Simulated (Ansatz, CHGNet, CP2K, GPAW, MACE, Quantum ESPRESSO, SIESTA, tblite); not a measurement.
**Quantum ESPRESSO runs on Σ3 (111)[11-2] symmetric tilt boundary in Na2S (72 atoms)**

Wanted: Quantum ESPRESSO inputs and outputs for Σ3 (111)[11-2] symmetric tilt boundary in Na2S (72 atoms), checked against a plane-wave reference.

Method: the method is named at each step, in Quantum ESPRESSO 7.5.

### Step 1. Starting point

The cell holds 72 atoms: 24 S and 48 Na. Cell: a = 8.010 Å, b = 9.249 Å, c = 22.675 Å, α = 90.0°, β = 90.0°, γ = 90.0°. It derives from Na2S (fluorite-type). Antifluorite-type Na2S (a = 6.54 Å); two grains mirrored in (111), tilt axis [11-2]; 1 x 2 boundary periods, 1 lattice periods a grain, two boundaries a cell, upper grain shifted by [0.404, 0] of the boundary cell and opened by 0.01 Å, no atom removed; not relaxed, displaced by a Gaussian of 0.02 Å. Then every atom was moved at random, 0.03 Å r.m.s. a Cartesian component. Regions: lower grain, 36 atoms (12 S and 24 Na); upper grain, 36 atoms (12 S and 24 Na). The structure's axis is c.

The yardstick, on the same geometry:

| Item | Value |
| --- | --- |
| method | Kohn-Sham DFT, PBE, PAW, plane waves (Ansatz 0.2.0); cutoff 420 eV, Γ point, fermi-dirac smearing of 0.05 eV; PAW set soft_2 |
| r.m.s. force component | 0.5607 eV/Å |
| longest force | 2.847 eV/Å |
| pressure | 1.154 GPa |
| gap (highest filled to lowest empty level) | 2.208 eV |
| SCF cycles | 8 |
| time | 8.8 s on 8 threads of Arm Neoverse V2, shared host |
| CPU time | 64 s |

### Step 2. PBE, sssp-1.3.0-efficiency, 45/360 Ry

Method: Kohn-Sham DFT, PBE, SSSP efficiency 1.3.0 pseudopotentials, plane waves.

Input file pw.in:

```
&control
  calculation = 'scf'
  pseudo_dir = './pseudo'
  outdir = './tmp'
  disk_io = 'none'
  tprnfor = .true.
  tstress = .true.
/
&system
  ibrav = 0
  nat = 72
  ntyp = 2
  ecutwfc = 45
  ecutrho = 360
  nosym = .true.
  occupations = 'smearing'
  smearing = 'fd'
  degauss = 0.003675
/
&electrons
  conv_thr = 3.6e-07
  electron_maxstep = 100
  mixing_beta = 0.2
  mixing_mode = 'local-TF'
  diagonalization = 'david'
/
ATOMIC_SPECIES
S 32.060 S.upf
Na 22.990 Na.upf
CELL_PARAMETERS angstrom
8.00983 0.00000 0.00000
0.00000 9.24896 0.00000
0.00000 0.00000 22.67522
ATOMIC_POSITIONS crystal
S 0.49323 0.24915 0.00151
Na 0.50144 0.25019 0.12353
Na 0.50170 0.24830 0.37322
S 0.83024 0.25234 0.16708
Na 0.83273 0.24846 0.29229
Na 0.84227 0.24350 0.04071
S 0.00508 0.00204 0.99902
Na 0.99114 0.99963 0.12276
Na 0.99826 0.00197 0.37601
S 0.33947 0.99287 0.16537
Na 0.33276 0.00379 0.29184
Na 0.32315 0.99734 0.03913
S 0.66260 0.99886 0.33159
Na 0.67049 0.99558 0.45977
Na 0.66130 0.00230 0.21010
S 0.51545 0.74630 0.99865
Na 0.49782 0.75308 0.12571
Na 0.50213 0.75734 0.37296
S 0.82613 0.75471 0.16748
Na 0.82504 0.75295 0.28962
Na 0.83841 0.74353 0.04003
S 0.00071 0.49516 0.00029
Na 0.00104 0.48957 0.12588
Na 0.00961 0.50119 0.37581
S 0.33531 0.49996 0.16512
Na 0.33073 0.49767 0.29071
Na 0.33002 0.50125 0.04109
S 0.66682 0.50248 0.32995
Na 0.66695 0.49433 0.45671
Na 0.66680 0.50543 0.21080
S 0.16255 0.24621 0.33262
Na 0.17157 0.25105 0.45755
Na 0.16940 0.24987 0.20870
S 0.16472 0.75043 0.33194
Na 0.17843 0.75305 0.45746
Na 0.16439 0.75008 0.20670
S 0.90864 0.24685 0.50081
Na 0.90984 0.25401 0.87744
Na 0.90515 0.24440 0.62541
S 0.25121 0.25004 0.83232
Na 0.23547 0.25039 0.70903
Na 0.23967 0.25161 0.95992
S 0.40685 0.99107 0.49965
Na 0.40810 0.00013 0.87372
Na 0.40121 0.99866 0.62777
S 0.73719 0.00149 0.82928
Na 0.73871 0.00413 0.70900
Na 0.73906 0.00338 0.95948
S 0.07917 0.99579 0.66646
Na 0.07089 0.00262 0.53988
Na 0.07325 0.00020 0.79209
S 0.90255 0.75280 0.50213
Na 0.90546 0.74969 0.87765
Na 0.90485 0.74419 0.62596
S 0.23173 0.75138 0.83216
Na 0.23748 0.75225 0.70859
[... 12 atom lines left out ...]
Na 0.57319 0.24688 0.79159
S 0.56480 0.74977 0.66862
Na 0.57415 0.74508 0.53930
Na 0.57043 0.74541 0.79105
K_POINTS gamma
```

Run with:

```sh
$ OMP_NUM_THREADS=1 mpirun -np 4 pw.x -in pw.in > output.txt
```

What it wrote:

```text
Program PWSCF
     gamma-point specific algorithms are used
     one sub-group per band group will be used
     scalapack distributed-memory algorithm (size of sub-group:  2*  2 procs)
     Parallelization info
     sticks:   dense  smooth     PW     G-vecs:    dense   smooth      PW
     Min        1890     949    236               326832   115579   14436
     Max        1892     950    238               326845   115590   14450
     Sum        7563    3799    949              1307361   462337   57783
     bravais-lattice index     =            0
     lattice parameter (alat)  =      15.1364  a.u.
     unit-cell volume          =   11336.1168 (a.u.)^3
     number of atoms/cell      =           72
     number of atomic types    =            2
     number of electrons       =       576.00
     number of Kohn-Sham states=          346
     kinetic-energy cutoff     =      45.0000  Ry
     charge density cutoff     =     360.0000  Ry
     scf convergence threshold =      3.6E-07
     mixing beta               =       0.2000
     number of iterations used =            8  local-TF  mixing
     Exchange-correlation=  SLA  PW   PBX  PBC
                           (   1   4   3   4   0   0   0)
     crystal axes: (cart. coord. in units of alat)
               a(1) = (   1.000000   0.000000   0.000000 )
               a(2) = (   0.000000   1.154701   0.000000 )
               a(3) = (   0.000000   0.000000   2.830924 )
     reciprocal axes: (cart. coord. in units 2 pi/alat)
               b(1) = (  1.000000  0.000000  0.000000 )
               b(2) = (  0.000000  0.866025  0.000000 )
               b(3) = (  0.000000  0.000000  0.353242 )
     PseudoPot. # 1 for S :
     Pseudo is Ultrasoft + core correction, Zval =  6.0
     PseudoPot. # 2 for Na:
     Pseudo is Ultrasoft, Zval =  9.0
     atomic species   valence    mass     pseudopotential
     S                 6.00    32.06000     S ( 1.00)
     Na                9.00    22.99000     Na( 1.00)
     No symmetry found
   Cartesian axes
     number of k points=     1  Fermi-Dirac smearing, width (Ry)=  0.0037
                       cart. coord. in units 2pi/alat
        k(    1) = (   0.0000000   0.0000000   0.0000000), wk =   2.0000000
     Dense  grid:   653681 G-vectors     FFT dimensions: (  96, 108, 270)
     Smooth grid:   231169 G-vectors     FFT dimensions: (  72,  75, 192)
     Initial potential from superposition of free atoms
     starting charge     575.6972, renormalised to     576.0000
     Starting wfcs are  336 randomized atomic wfcs +   10 random wfcs
     Self-consistent Calculation
     iteration #  1     ecut=    45.00 Ry     beta= 0.20
     Threshold (ethr) on eigenvalues was too large:
     Diagonalizing with lowered threshold
     total energy              =   -5161.20925847 Ry
     estimated scf accuracy    <       5.37670251 Ry
     iteration #  2     ecut=    45.00 Ry     beta= 0.20
     total energy              =   -5159.44269140 Ry
     estimated scf accuracy    <       3.82715404 Ry
     iteration #  3     ecut=    45.00 Ry     beta= 0.20
     total energy              =   -5160.11445631 Ry
     estimated scf accuracy    <       0.17079277 Ry
     iteration #  4     ecut=    45.00 Ry     beta= 0.20
     total energy              =   -5160.10568313 Ry
     estimated scf accuracy    <       0.07103656 Ry
     iteration #  5     ecut=    45.00 Ry     beta= 0.20
     total energy              =   -5160.10995875 Ry
     estimated scf accuracy    <       0.00714854 Ry
     iteration #  6     ecut=    45.00 Ry     beta= 0.20
     c_bands:  3 eigenvalues not converged
     total energy              =   -5160.11215856 Ry
     estimated scf accuracy    <       0.00675917 Ry
[...]
total energy              =   -5160.11444791 Ry
[...]
iteration # 20     ecut=    45.00 Ry     beta= 0.20
     total energy              =   -5160.11445063 Ry
     estimated scf accuracy    <       0.00000119 Ry
     iteration # 21     ecut=    45.00 Ry     beta= 0.20
     total energy              =   -5160.11445209 Ry
     estimated scf accuracy    <       0.00000093 Ry
     iteration # 22     ecut=    45.00 Ry     beta= 0.20
     End of self-consistent calculation
          k = 0.0000 0.0000 0.0000 ( 28892 PWs)   bands (ev):
   -49.0716 -49.0662 -49.0373 -48.9996 -48.9939 -48.9786 -48.9589 -48.9290
   -48.6689 -48.5829 -48.5763 -48.5265 -48.5246 -48.5203 -48.4878 -48.4777
   -48.4658 -48.4632 -48.4628 -48.4593 -48.4586 -48.4531 -48.4375 -48.4238
   -48.4232 -48.4170 -48.4097 -48.4051 -48.4041 -48.3831 -48.3754 -48.3714
   -48.3488 -48.3466 -48.3326 -48.3306 -48.3065 -48.2977 -48.2944 -48.2896
   -48.2871 -48.2813 -48.2535 -48.2331 -48.2299 -48.2135 -48.1991 -48.1949
[...]
7.9999   8.0121   8.0220   8.2529   8.2906   8.3210   8.3421   8.3908
     8.4350   8.4483   8.4925   8.5848   8.6034   8.6205   8.6784   8.7525
     8.8588   8.9826   9.0027   9.0148   9.0486   9.0572   9.0713   9.0874
     9.1115   9.1441
     the Fermi energy is     3.1855 ev
!    total energy              =   -5160.11445463 Ry
     estimated scf accuracy    <       0.00000026 Ry
     smearing contrib. (-TS)   =      -0.00000000 Ry
     internal energy E=F+TS    =   -5160.11445463 Ry
     The total energy is F=E-TS. E is the sum of the following terms:
     one-electron contribution =   -3914.71718737 Ry
     hartree contribution      =    2086.61959087 Ry
     xc contribution           =    -895.20022409 Ry
     ewald contribution        =   -2436.81663403 Ry
     convergence has been achieved in  22 iterations
     Forces acting on atoms (cartesian axes, Ry/au):
     atom    1 type  1   force =     0.10662091   -0.00291332    0.03246259
     atom    2 type  2   force =    -0.00000337   -0.00104318    0.00210533
     atom    3 type  2   force =    -0.00376167    0.00158622   -0.00097416
     atom    4 type  1   force =     0.00388140   -0.00529130    0.00049578
     atom    5 type  2   force =     0.00017568    0.00218677   -0.00245992
     atom    6 type  2   force =    -0.00263774    0.00724148    0.00950629
[...]
atom   70 type  1   force =     0.00829465    0.00036090   -0.00417092
     atom   71 type  2   force =    -0.00666198    0.00091910    0.01297886
     atom   72 type  2   force =     0.00004216    0.00332246    0.00386235
     Total force =     0.326572     Total SCF correction =     0.001240
     Computing stress (Cartesian axis) and pressure
          total   stress  (Ry/bohr**3)                   (kbar)     P=       12.25
   0.00013529  -0.00000161  -0.00000159           19.90       -0.24       -0.23
  -0.00000161   0.00005762  -0.00000529           -0.24        8.48       -0.78
  -0.00000159  -0.00000529   0.00005699           -0.23       -0.78        8.38
     Message from routine punch:
     Nothing written, as per user request (disk_io='none')
```

Elapsed: 4 min, on 4 MPI ranks of Arm Neoverse V2, shared host; peak memory 3.6 GiB.

Banners, paths, timers and routine set-up lines are dropped from the logs unmarked, and long logs keep their key lines alone; longer cuts are marked.

Against the reference:

```
r.m.s. force component                           : 0.5713 eV/Å
r.m.s. difference of force components            : 10.86 meV/Å
longest difference of force vectors              : 58.2 meV/Å
force difference over r.m.s. force               : 1.937 %
slope of forces against the reference's          : 1.019
correlation of force components                  : 1
gap (highest filled to lowest empty level) : 2.208 eV
gap difference                                   : -0.0005 eV
pressure                                         : 1.225 GPa
pressure difference                              : 0.0713 GPa
```

Length of the force difference by element (eV/Å):

| element | atoms | mean | most |
| --- | --- | --- | --- |
| Na | 48 | 0.0095 | 0.058 |
| S | 24 | 0.014 | 0.056 |

Levels nearest the highest filled one (eV from it): -0.19, -0.19, -0.17, -0.15, -0.14, -0.14, -0.10, -0.09, -0.08, -0.03, -0.02, 0.00, 2.21, 2.84, 3.15, 3.79, 3.87, 4.01, 4.18, 4.19, 4.22, 4.28, 4.29, 4.37.

The surroundings of Na24, which has 3 bonded neighbours where the commonest count for Na is 4, nearest first, numbered as they follow in the input and with coordinates relative to it.

| atom | x | y | z | distance (Å) | bonds | Fx | Fy | Fz (eV/Å) |
| --- | --- | --- | --- | --- | --- | --- | --- | --- |
| Na24 | 0.00 | 0.00 | 0.00 | 0.00 | 3 | -0.21 | 0.04 | -0.11 |
| S34 | 1.24 | 2.31 | -0.99 | 2.80 | 8 | 0.09 | 0.02 | 0.08 |
| S31 | 1.23 | -2.36 | -0.98 | 2.83 | 8 | 0.19 | 0.15 | 0.08 |
| S28 | -2.75 | 0.01 | -1.04 | 2.94 | 8 | 0.05 | -0.11 | 0.39 |
| Na26 | 2.57 | -0.03 | -1.93 | 3.22 | 4 | 0.03 | 0.08 | 0.00 |
| Na32 | 1.30 | -2.31 | 1.85 | 3.24 | 4 | 2.00 | 0.01 | -0.69 |
| Na35 | 1.35 | 2.33 | 1.85 | 3.27 | 4 | 1.25 | -0.03 | -0.37 |
| Na29 | -2.74 | -0.06 | 1.83 | 3.30 | 4 | 2.33 | 0.08 | -0.97 |
| Na5 | -1.42 | -2.34 | -1.89 | 3.33 | 4 | 0.00 | 0.06 | -0.06 |
| Na20 | -1.48 | 2.33 | -1.95 | 3.38 | 4 | 0.20 | -0.02 | 0.09 |

Forces lie 1.9 % from the reference's, at 15 times its CPU time (on 4 against 8 cores).

### Step 3. Summary of results

```
force difference from the reference : QE PBE, sssp-1.3.0-efficiency, 45/360 Ry, 1.9 %
its CPU time                        : 16 min
```

In words: PBE on plane waves or a grid with other potentials, cutoffs or grids differs from the reference by 1.9 % (QE PBE, sssp-1.3.0-efficiency, 45/360 Ry) of the r.m.s. force; this holds the reference's own error, so differences of a few per cent don't tell which side is nearer the exact PBE result (QE's 45 Ry are 612 eV, against the reference's 420 eV). PBE gaps agree with the reference's 2.21 eV within 0.001 eV. These are spacings on the run's k-points, which needn't hold the band edges. The host structure and its lattice constant were typed by rule, without a check against the phase diagram. The electronic-structure runs sample only Γ, in a cell whose shortest periodic width is 8 Å.

[Also dropped from logs without a mark: logging warnings of Python, and SIESTA's first energy breakdown and zero terms.]

[Logs are printed without paths, hosts, clocks, repeated set-up lines and the standing remarks that a program may print on its own settings, such as how far it seeks lower states.]

[Hosts, paths, dates, database ids (printed as entryN), source tags and the programs' standing remarks are cut or masked in the printed files.]
